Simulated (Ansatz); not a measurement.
# Force difference against the radius of support functions in CdSe(11-20)/C(110) interface (60 atoms)

The cell holds 60 atoms: 6 Cd, 6 Se and 48 C. Its edges and angles: a = 7.010 Å, b = 7.448 Å, c = 12.063 Å, α = 90.0°, β = 90.0°, γ = 90.0°. It derives from CdSe and C. Wurtzite CdSe(11-20), 3 repeat layers, 1 surface cells, strained +0.00 and -0.00 %; diamond-structure C(110), 4 layers, 6 cells, -1.74 and -1.57 %; outer planes 1.94 Å apart and 1.99 Å at the second interface of the periodic stack; not relaxed, displaced by a Gaussian of 0.02 Å. Regions: CdSe, 12 atoms (6 Cd and 6 Se); C, 48 atoms (48 C).

Calculated with Ansatz 0.2.0: Kohn-Sham DFT, PBE, PAW (set soft_2, large core), localised support functions (medium), with the radius typed; the reference is Kohn-Sham DFT, PBE, PAW (set soft_2, large core), plane waves, cutoff 750 eV, k-mesh 2×2×1, gaussian smearing of 0.05 eV, with an r.m.s. force component of 1.49 eV/Å.

| radius (Å) | r.m.s. force difference (meV/Å) | time |
| --- | --- | --- |
| 3.15 | 7.028 | 2.1 min |
| 3.41 | 2.815 | 2.3 min |
| 3.64 | 1.215 | 2.8 min |
| 3.9 | ? | ? |
| 4.38 | 0.284 | 5.4 min |

Task: Fit a power law of the radius to the rows given and interpolate to the withheld row.

**Working.**

A power law y = A x^b is a line in u = ln x and v = ln y.

| u = ln x | v = ln y |
| --- | --- |
| 1.14740 | 1.94990 |
| 1.22671 | 1.03496 |
| 1.29198 | 0.194744 |
| 1.47705 | -1.25878 |

With n = 4: mean u = 1.28579, mean v = 0.480207, Σ(u − ū)² = 0.059260, Σ(u − ū)(v − v̄) = -0.57053. Slope b = -0.57053 / 0.059260 = -9.6276; intercept a = v̄ − b ū = 12.859.

At the withheld row u = 1.361, v = a + b u = -0.2437, and y = exp(v).

Prediction at 3.9: 0.7837 meV/Å. The run gave 0.596 meV/Å, so the fit is high by 0.19 meV/Å (31 % of the value).

The fitted exponent is -9.6. Between neighbouring rows, the withheld one included, the exponents are -12, -13, -10 and -6.4, so one power law doesn't hold over the range. Among the rows given, the largest relative miss of the fit is at 3.64, by 0.31 meV/Å (25 %).

Limits: The difference holds the reference's own basis error, which sets a floor under it.

[Hosts, paths, dates, database ids (printed as entryN), source tags and the programs' standing remarks are cut or masked in the printed files.]
